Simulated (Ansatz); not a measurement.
# What Be (P4_2/mnm, 4 atoms in the cell) distorts into

Wanted: the energy along a soft mode of Be (P4_2/mnm, 4 atoms in the cell) and the structure at the end.

Program: Ansatz 0.2.0. Level of theory: DFT PBEsol, scalar-relativistic, plane waves, norm-conserving pseudopotentials. Values are calculated unless marked as measured.

This is not the structure that Be takes at ambient pressure (hexagonal, No. 194); it is a model or a phase of other conditions.

**1. The starting structure**

Symmetry: P4_2/mnm, No. 136, tetragonal system. Conventional cell: a = 3.744 Å, b = 3.744 Å, c = 2.276 Å, α = 90.00°, β = 90.00°, γ = 90.00°. Nearest to Be lie 11 Be at 2.15 to 2.28 Å.

**2. Phonons on a q mesh**

Stability and thermal properties need the whole zone. Linear response on a 2×2×2 q mesh gives force constants as far as a supercell of that size would.

input.yaml reads:

```yaml
crystal:
  lattice:
    - [3.74388236, 0.0, 0.0]
    - [0.0, 3.74388236, 0.0]
    - [0.0, 0.0, 2.2763089883]
  atoms:
    - { symbol: Be, position: [0.2972313811, 0.2972313811, 0.0] }
    - { symbol: Be, position: [0.7027686189, 0.7027686189, 0.0] }
    - { symbol: Be, position: [0.2027686189, 0.7972313811, 0.5] }
    - { symbol: Be, position: [0.7972313811, 0.2027686189, 0.5] }
kpoints:
  mp_grid: { grid: [12, 12, 20] }
hamiltonian:
  xc: pbesol
  pseudopotentials: { kind: nc }
scf:
  occupations: { method: methfessel_paxton, width: 0.2 }
output:
  eigenvalues: true
phonons:
  method: dfpt
  qmesh: [2, 2, 2]
  temperatures: { t_max: 1000, t_step: 50 }
  qpath:
    path:
      - [[0.0, 0.0, 0.0], [0.0, 0.5, 0.0], [0.5, 0.5, 0.0], [0.0, 0.0, 0.0], [0.0, 0.0, 0.5], [0.0, 0.5, 0.5], [0.5, 0.5, 0.5], [0.0, 0.0, 0.5]]
      - [[0.0, 0.5, 0.0], [0.0, 0.5, 0.5]]
      - [[0.5, 0.5, 0.0], [0.5, 0.5, 0.5]]
    npoints: 10
```

On the command line:

```bash
$ ansatz run input.yaml --threads 4 --pin off --max-ram 7168MiB --backend cpu --events-out ev --progress --plain --runs-dir out
```

The program printed:

```text
Warning: phonons: the dynamical matrix that this run interpolates holds no multipole term above the dipole-dipole one, and a site of this crystal is no centre of inversion, so its interpolated transverse optical and acoustic branches and sound speeds can stay off near Gamma, and the density of states and the thermodynamics with them. What a run solves at a wave vector of phonons.qpoints, Gamma apart, where the deck admits one, is free of this, and under fd what a larger phonons.supercell samples
Engine: ansatz 0.2.0, aarch64-unknown-linux-gnu
Pseudopotentials: kind: nc
Pseudopotential: Be, nc, valence charge 4, recommended cutoff 1197.300995 eV (normal), Be.nc.azcp (PseudoDojo's, or run here from an input of PseudoDojo's: the run reads no file of this project's for it)
Functional definition: PBEsol
  exchange = pbesol_x
  correlation = pbesol_c
Crystal: 4 atoms, lattice volume = 31.906 Å³
Basis set: ecut = 1197.300995 eV, 3025 PW (Γ), exchange–correlation on 96×96×60 points (8 copies of the dense FFT grid, shifted against one another)
Bands: 12, of which v1, the nominal top of the filled ones, is band 8 counted from 1 (7 counted from 0)
Symmetry: 16 space group operations
k-points: 308 of 2880
Non-local potential: Be, projectors of the file, l = 0: 2, l = 1: 2
Initial density: superposition of atomic densities (chi_scale 0.1, normalization cell)
Initial wavefunctions: pseudopotential atomic-orbital guess
Functional: x = pbesol(κ = 0.804, μ = 0.123457), c = pbesol(β = 0.046)
SCF iter   1: F=—  HF=-1510.915971 eV  |F-HF|=—  |Δ(HF+E_count)|=         —  Δρ=3.87e-2  dr2=1.08e-1  ethr=3.10e-3  ⟨swp⟩=4.8  Hψ=22597  notcnv=0
preconditioner: auto → none  [metal: Δε(μ)=0.033 eV  Ē_g=9.468 eV  σ=0.200 eV  W_gap=0.14  n_scr=8 (ndim 8)  ℏωp=18.6 eV  f_vac=0.000  D(μ)=0.36/eV (n_scr^D=0)  sad-step TF]
SCF iter   2: F=—  HF=-1510.896339 eV  |F-HF|=—  |Δ(HF+E_count)|=   1.96e-2  S|Δr|=    0.00e0  Δρ=2.03e-2  dr2=3.94e-2  ethr=6.72e-4  ⟨swp⟩=1.0  Hψ=6160  notcnv=0
SCF iter   3: F=—  HF=-1510.884001 eV  |F-HF|=—  |Δ(HF+E_count)|=   1.23e-2  S|Δr|=    0.00e0  Δρ=1.63e-3  dr2=7.76e-5  ethr=2.46e-4  ⟨swp⟩=2.1  Hψ=4852  notcnv=0
SCF iter   4: F=—  HF=-1510.884007 eV  |F-HF|=—  |Δ(HF+E_count)|=   6.88e-6  S|Δr|=    0.00e0  Δρ=1.12e-4  dr2=7.12e-7  ethr=4.85e-7  ⟨swp⟩=1.2  Hψ=3894  notcnv=0
SCF iter   5: F=—  HF=-1510.884005 eV  |F-HF|=—  |Δ(HF+E_count)|=   2.40e-6  S|Δr|=    0.00e0  Δρ=4.00e-6  dr2=1.23e-9  ethr=4.45e-9  ⟨swp⟩=1.9  Hψ=4428  notcnv=0
SCF iter   6: F=—  HF=-1510.884005 eV  |F-HF|=—  |Δ(HF+E_count)|=   1.11e-9  S|Δr|=    0.00e0  Δρ=3.20e-7  dr2=2.07e-11  ethr=7.68e-12  ⟨swp⟩=2.6  Hψ=5950  notcnv=0
SCF iter   7: F=-1510.884005 eV  HF=-1510.884005 eV  |F-HF|=4.55e-13  |Δ(HF+E_count)|=  6.82e-12  S|Δr|=    0.00e0  Δρ=4.04e-8  dr2=4.86e-13  ethr=1.00e-12  ⟨swp⟩=5.1  Hψ=13924  notcnv=0
SCF 1 converged in 7 iterations: F = -1510.884005 eV  dr2 = 4.86e-13
Initial density: read from a saved state, or passed on in memory by an earlier SCF of this step, an earlier step, the calling program or the single point that the run made first
iter 1 solved again at ethr=4.39e-10 eV; its pass at ethr=3.10e-3 eV (dr2=7.03e-8 eV) is discarded
SCF iter   1: F=—  HF=-1510.884005 eV  |F-HF|=—  |Δ(HF+E_count)|=         —  Δρ=4.25e-8  dr2=5.00e-13  ethr=4.39e-10  ⟨swp⟩=3.7  Hψ=35788  notcnv=0
preconditioner: auto → none  [metal: Δε(μ)=0.041 eV  Ē_g=9.462 eV  σ=0.200 eV  W_gap=0.17  n_scr=8 (ndim 8)  ℏωp=18.6 eV  f_vac=0.000  D(μ)=0.37/eV (n_scr^D=0)]
SCF iter   2: F=-1510.884005 eV  HF=-1510.884005 eV  |F-HF|=4.55e-13  |Δ(HF+E_count)|=   8.25e-8  S|Δr|=    0.00e0  Δρ=2.18e-8  dr2=9.75e-14  ethr=1.00e-12  ⟨swp⟩=4.1  Hψ=12482  notcnv=0
SCF 2 converged in 2 iterations: F = -1510.884005 eV  dr2 = 9.75e-14
phonons: the bands overlap, so this run is a metal and interpolates without the dipole-dipole term. If the crystal is really an insulator or semiconductor, its LO-TO splitting is missing
NSCF: frozen V_eff on 308 k-points
WARN: eigensolver did not converge in 2 slots of this pass, the one above among them; of largest residual over every band (k=280): 1 band(s) unlocked (lowest unlocked band 11, counted from 0; max residual 9.64e-6 eV among the unlocked bands, 9.64e-6 eV over every band); of lowest unlocked band (k=53): band 11
NSCF: frozen V_eff on 814 k-points
DFPT response loops at q = (0, 0, 0) (fractional): preconditioner auto → Kerker (q_TF=auto, 2.432 Å⁻¹) (partly filled bands, converged f_vac=0.000); β = 1.00, the filter's whole step (`scf.mixing.beta` (0.50) is not read by the response loops under this deck's `scf.mixing.preconditioner`; to damp them name `kerker` or `kerker_dos`, under which they read `scf.mixing.beta`, and type it under 1.00, their step now; both keys bind the ground state too); Broyden in place of MSR1
NSCF: frozen V_eff on 1628 k-points
DFPT response loops at q = (0, 0, -0.5) (fractional): mixed as the last ones told, above
NSCF: frozen V_eff on 1628 k-points
DFPT response loops at q = (0, -0.5, 0) (fractional): mixed as the last ones told, above
NSCF: frozen V_eff on 1628 k-points
DFPT response loops at q = (0, -0.5, -0.5) (fractional): mixed as the last ones told, above
NSCF: frozen V_eff on 1628 k-points
DFPT response loops at q = (-0.5, -0.5, 0) (fractional): mixed as the last ones told, above
NSCF: frozen V_eff on 1628 k-points
DFPT response loops at q = (-0.5, -0.5, -0.5) (fractional): mixed as the last ones told, above
SCF converged after 7 iterations
Stability not checked: this state was not tested for a lower state beside it, because cold or Methfessel-Paxton smearing, or corrected tetrahedra, fill the levels in a way that the test cannot read (fill_not_monotonic; see scf.lower_state_search)
Free energy (F): -1510.884005 eV
Harris-Foulkes:  -1510.884005 eV  (|F-HF|=4.55e-13)
Internal energy: -1510.884056 eV  (E = F + TS)
E sigma→0 (E₀):  -1510.884018 eV
Entropy (-TS):   0.000050 eV (0.013 meV/atom)
Fermi energy:    8.496730 eV
--- Per-component energies (eV) ---
  E_band       = -694.132551
  E_kinetic    = 946.672363
  E_local      = -653.501801  (includes V_loc(G=0)·N_el)
  E_nonlocal   = -1107.706882
  E_hartree    = 229.306748
  E_xc         = -260.437240
  E_vxc        = -338.209729  (∫ρ·V_xc dr)
  E_ewald      = -665.217244
  E_smearing   = 0.000050  (= −TS)
  E_closure    = -0.000000  (closes the sum)
  Σ components = -1510.884005   (vs F -1510.884005, Δ=0.00e0)
--- Band table (eV; the first three rows and the last of 308) ---
  k-point 0: bands = [... 4 lower, -2.6097, 3.5573, 4.1192, 7.5477, 7.5477, 13.3870, 13.3870, 15.9604]
  k-point 1: bands = [... 4 lower, -2.5567, 3.6256, 4.1902, 7.5878, 7.5878, 13.4236, 13.4236, 16.0153]
  k-point 2: bands = [... 4 lower, -2.3976, 3.8304, 4.4031, 7.7063, 7.7063, 13.5334, 13.5334, 14.8546]
  k-point 307: bands = [... 4 lower, 4.7721, 4.7721, 5.1153, 5.1153, 10.3684, 10.3684, 10.3899, 10.3899]
--- Phonons (Γ-DFPT): 2 representative perturbations + reference (Σ response iterations 6) ---
  ASR residual: 7.688e-6 → 0.000e0 eV/Å²; symmetrization residual: 3.074e-8 eV/Å²
  ASR residual per site (eV/Å²): 7.69e-6 7.69e-6 7.69e-6 7.69e-6
  Γ frequencies (cm⁻¹): -184.15 0.00 0.00 0.00 477.15 481.62 481.62 596.47 602.45 602.45 615.06 696.88
--- Phonons (arbitrary-q DFPT): 6 irreducible q on the 2×2×2 mesh ---
  q = [0.0000, 0.0000, 0.0000] (star 1, of the zone-centre solve; hermiticity 8.43e-9, symmetrization 7.55e-15): -184.15 -0.00 -0.00 0.00 477.15 481.62 481.62 596.47 602.45 602.45 615.06 696.88
  q = [0.0000, 0.0000, -0.5000] (star 1, 2 solved perturbations in 1287 linear systems a pass and spin channel, the states on 814 of 2880 k-point pairs; hermiticity 2.01e-8, symmetrization 4.43e-14, the responses' own estimated error 5.6e-5 eV/Å²): 338.02 338.02 438.74 438.74 449.83 449.83 466.74 466.74 593.07 593.07 665.31 665.31
  q = [0.0000, -0.5000, 0.0000] (star 2, 3 solved perturbations on 814 of 2880 k-point pairs; hermiticity 3.88e-8, symmetrization 5.84e-14, the responses' own estimated error 3.3e-5 eV/Å²): 223.69 223.69 357.72 357.72 450.77 450.77 527.36 527.36 547.93 547.93 657.85 657.85
  q = [0.0000, -0.5000, -0.5000] (star 2, 3 solved perturbations on 814 of 2880 k-point pairs; hermiticity 2.40e-8, symmetrization 1.57e-14, the responses' own estimated error 3.1e-5 eV/Å²): 401.13 401.13 414.48 414.48 430.99 430.99 595.88 595.88 639.72 639.72 660.82 660.82
  q = [-0.5000, -0.5000, 0.0000] (star 1, 2 solved perturbations in 1287 linear systems a pass and spin channel, the states on 814 of 2880 k-point pairs; hermiticity 1.43e-8, symmetrization 5.74e-14, the responses' own estimated error 3.3e-5 eV/Å²): 366.47 366.47 424.33 424.33 451.67 451.67 458.77 458.77 518.40 518.40 647.58 647.58
  q = [-0.5000, -0.5000, -0.5000] (star 1, 2 solved perturbations in 1287 linear systems a pass and spin channel, the states on 814 of 2880 k-point pairs; hermiticity 2.00e-8, symmetrization 4.29e-14, the responses' own estimated error 3.3e-5 eV/Å²): 363.54 363.54 490.94 490.94 523.18 523.18 549.83 549.83 642.80 642.80 704.43 704.43
  sum rule: each row above includes the acoustic sum rule's correction from the zone centre's row sums; it moved no ω² by more than (0.66 cm⁻¹)²
  mesh force constants: q→R imaginary residual 5.13e-18; ASR residual 7.688e-6 → 0.000e0 eV/Å²; symmetrization residual 8.882e-15 eV/Å²
  interpolated dispersion: 93 rows × 12 modes
  density of states and harmonic sums: on the 18×18×28 q-mesh, interpolated from the force constants of a 2×2×2 supercell (no non-analytic term)
  largest difference from the sums on the solved wave vectors: F 5.78e-2 eV, S 9.47e-5 and C_V 3.70e-5 eV/K
  zero-point energy: 0.362816 eV/cell   skipped modes (ω ≤ 0): 75, of them read as no rigid motion or as one in doubt: 72 (7.088e-2 modes/cell left out, lowest -184.15 cm⁻¹)   left out of the sums: 5.93e-3 of the cell's modes: C_V's classical limit lies that fraction below 3 k_B per atom; for a crystal, a wire or a layer, F and S can be off by more, and a phonons.interpolated_qmesh denser along its periods is the remedy for the sampling
```

It took 4 min on 4 threads of Arm Neoverse V1, shared host; peak memory 3 GiB.

Reading the cycles: dr2 is the Hartree energy of the density residual (eV), the measure of convergence; HF is the Harris–Foulkes estimate of the energy, which meets the free energy F at convergence.

Numbers from this step:

```yaml
volume_per_atom: 7.977 Å³
gap_on_the_k_mesh: 0 eV
sum_rule_residual_before_enforcement: 7.69e-6 eV/Å²
point_group: 4/mmm
highest_optical_mode_at_the_zone_centre_no_lo_to_term: 696.9 cm⁻¹
lowest_optical_zone_centre_mode: -184.2 cm⁻¹
lowest_mode_on_the_q_mesh_acoustic_modes_at_gamma_apart: -184.2 cm⁻¹
highest_frequency_at_a_solved_wavevector_no_lo_to_term_at_gamma: 704.4 cm⁻¹
```

Frequencies (cm⁻¹) solved at each irreducible wavevector; negative means imaginary. Frequencies by wavevector, by row:

| q in reciprocal lattice units | star | mode 1 | mode 2 | mode 3 | mode 4 | mode 10 | mode 11 | mode 12 |
| --- | --- | --- | --- | --- | --- | --- | --- | --- |
| 0 0 0 | 1 | -184.2 | 0 | 0 | 0 | 602.5 | 615.1 | 696.9 |
| 0 0 -0.5 | 1 | 338 | 338 | 438.7 | 438.7 | 593.1 | 665.3 | 665.3 |
| 0 -0.5 0 | 2 | 223.7 | 223.7 | 357.7 | 357.7 | 547.9 | 657.9 | 657.9 |
| 0 -0.5 -0.5 | 2 | 401.1 | 401.1 | 414.5 | 414.5 | 639.7 | 660.8 | 660.8 |
| -0.5 -0.5 0 | 1 | 366.5 | 366.5 | 424.3 | 424.3 | 518.4 | 647.6 | 647.6 |
| -0.5 -0.5 -0.5 | 1 | 363.5 | 363.5 | 490.9 | 490.9 | 642.8 | 704.4 | 704.4 |

Symmetry leaves 6 wavevectors to solve. The lowest mode among them, the acoustic zeros apart, lies at Γ and is imaginary, 184.2i cm⁻¹, so the energy falls along it.

**3. The mode frozen in, largest atomic shift 0 Å**

The mode followed lies at Γ with frequency 184.1i cm⁻¹, the softest among the wavevectors solved. At small amplitude the pattern taken leaves space group no. 58 by a symmetry search on the positions. The undistorted cell that holds it gives the zero of energy on the same k mesh.

input.yaml, the sections that differ from step 2:

```yaml
output:
  forces: true
  stress: true
  eigenvalues: true
# crystal, kpoints, hamiltonian, scf: as in step 2
# phonons: removed
```

The program printed:

```text
[...]
Crystal: 4 atoms, lattice volume = 31.906 Å³
Basis set: ecut = 1197.300995 eV, 3025 PW (Γ), exchange–correlation on 90×90×54 points (8 copies of the dense FFT grid, shifted against one another)
Bands: 12, of which v1, the nominal top of the filled ones, is band 8 counted from 1 (7 counted from 0)
Symmetry: 16 space group operations
[...]
k-points: 308 of 2880
[...]
--- Band table (eV; the first three rows and the last of 308) ---
  k-point 0: bands = [... 4 lower, -2.6097, 3.5573, 4.1192, 7.5477, 7.5477, 13.3870, 13.3870, 15.9604]
  k-point 1: bands = [... 4 lower, -2.5567, 3.6256, 4.1902, 7.5879, 7.5879, 13.4236, 13.4236, 16.0153]
  k-point 2: bands = [... 4 lower, -2.3976, 3.8304, 4.4031, 7.7063, 7.7063, 13.5334, 13.5334, 14.8546]
  k-point 307: bands = [... 4 lower, 4.7721, 4.7721, 5.1153, 5.1153, 10.3684, 10.3684, 10.3899, 10.3899]
[key lines of the parts left out:]
SCF converged after 5 iterations
Free energy (F): -1510.884005 eV
Fermi energy:    8.496733 eV
P = ⅓ Tr σ = -0.0027 GPa (-0.027 kbar)
```

Run time: 5.5 s. Hardware: 4 threads; peak memory 0.61 GiB.

Numbers from this step:

* pressure: -0.002656 GPa
* energy from the undistorted cell: 0 meV/atom

The run ends at a pressure of 0.00 GPa, with forces up to 2.0e-4 eV/Å.

**4. The mode frozen in, largest atomic shift 0.14 Å**

The atoms are moved along the unstable eigenvector, the largest shift by 0.14 Å, with the cell fixed.

input.yaml, the sections that differ from step 3:

```yaml
crystal:
  lattice:
    - [3.74388236, 0.0, 0.0]
    - [0.0, 3.74388236, 0.0]
    - [0.0, 0.0, 2.2763089883]
  atoms:
    - { symbol: Be, position: [0.3236731706, 0.2707895916, 0.0] }
    - { symbol: Be, position: [0.6763268294, 0.7292104084, 0.0] }
    - { symbol: Be, position: [0.1763268294, 0.7707895916, 0.5] }
    - { symbol: Be, position: [0.8236731706, 0.2292104084, 0.5] }
# kpoints, hamiltonian, scf, output: as in step 3
```

The program printed:

```text
[...]
Crystal: 4 atoms, lattice volume = 31.906 Å³
Basis set: ecut = 1197.300995 eV, 3025 PW (Γ), exchange–correlation on 90×90×54 points (8 copies of the dense FFT grid, shifted against one another)
Bands: 12, of which v1, the nominal top of the filled ones, is band 8 counted from 1 (7 counted from 0)
Symmetry: 8 space group operations
[...]
k-points: 539 of 2880
[...]
--- Band table (eV; the first three rows and the last of 539) ---
  k-point 0: bands = [... 4 lower, -2.6101, 3.6152, 4.1862, 6.5800, 8.3922, 12.8352, 14.5550, 15.5816]
  k-point 1: bands = [... 4 lower, -2.5571, 3.6845, 4.2553, 6.6313, 8.4179, 12.8963, 14.5602, 15.6349]
  k-point 2: bands = [... 4 lower, -2.3977, 3.8922, 4.4625, 6.7835, 8.4938, 13.0798, 14.5742, 14.8463]
  k-point 538: bands = [... 4 lower, 4.8626, 4.8626, 5.0970, 5.0970, 10.2835, 10.2835, 10.2856, 10.2856]
[key lines of the parts left out:]
SCF converged after 5 iterations
Free energy (F): -1510.921012 eV
Fermi energy:    8.665648 eV
P = ⅓ Tr σ = -0.6977 GPa (-6.977 kbar)
```

It took 9.8 s on 4 threads; peak memory 0.85 GiB.

This step gave:

| Item | Value |
| --- | --- |
| pressure | -0.6977 GPa |
| energy from the undistorted cell | -9.291 meV/atom |

The energy, extrapolated to zero smearing, is -9.29 meV/atom against the undistorted cell.

The run ends at a pressure of -0.70 GPa, with forces up to 0.15 eV/Å.

**5. Energy along the mode, all amplitudes (two of the runs are shown above)**

An imaginary frequency means negative curvature, so the energy should fall and then rise again as anharmonic terms take over.

This step gave:

| Quantity | Value |
| --- | --- |
| depth at the lowest point sampled | 9.291 meV/atom |
| largest atomic shift at that point | 0.14 Å |

The energy from the parent by largest atomic shift:

| largest atomic shift (Å) | energy from the parent (meV/atom) |
| --- | --- |
| 0.000 | 0 |
| 0.040 | -0.885 |
| 0.080 | -3.55 |
| 0.140 | -9.29 |
| 0.220 | -8.79 |
| 0.320 | 34.9 |

Displacement at unit largest shift by atom:

| atom | x (Å) | y (Å) | z (Å) | size |
| --- | --- | --- | --- | --- |
| Be1 | 0.707 | -0.707 | 0.000 | 1.000 |
| Be2 | -0.707 | 0.707 | 0.000 | 1.000 |
| Be3 | -0.707 | -0.707 | 0.000 | 1.000 |
| Be4 | 0.707 | 0.707 | 0.000 | 1.000 |

The lowest step is at 0.14 Å, 9.29 meV/atom below the parent, and the energy rises beyond it.

(Continued in part 2 of 2.)

[Long decimals in the printed logs are rounded to 6 places.]

[Logs are printed without paths, hosts, clocks, repeated set-up lines and the standing remarks that a program may print on its own settings, such as how far it seeks lower states.]

[Hosts, paths, dates, database ids (printed as entryN), source tags and the programs' standing remarks are cut or masked in the printed files.]

[Where the starting crystal was built by hand or by swapping elements, it need not be the compound's stable phase.]
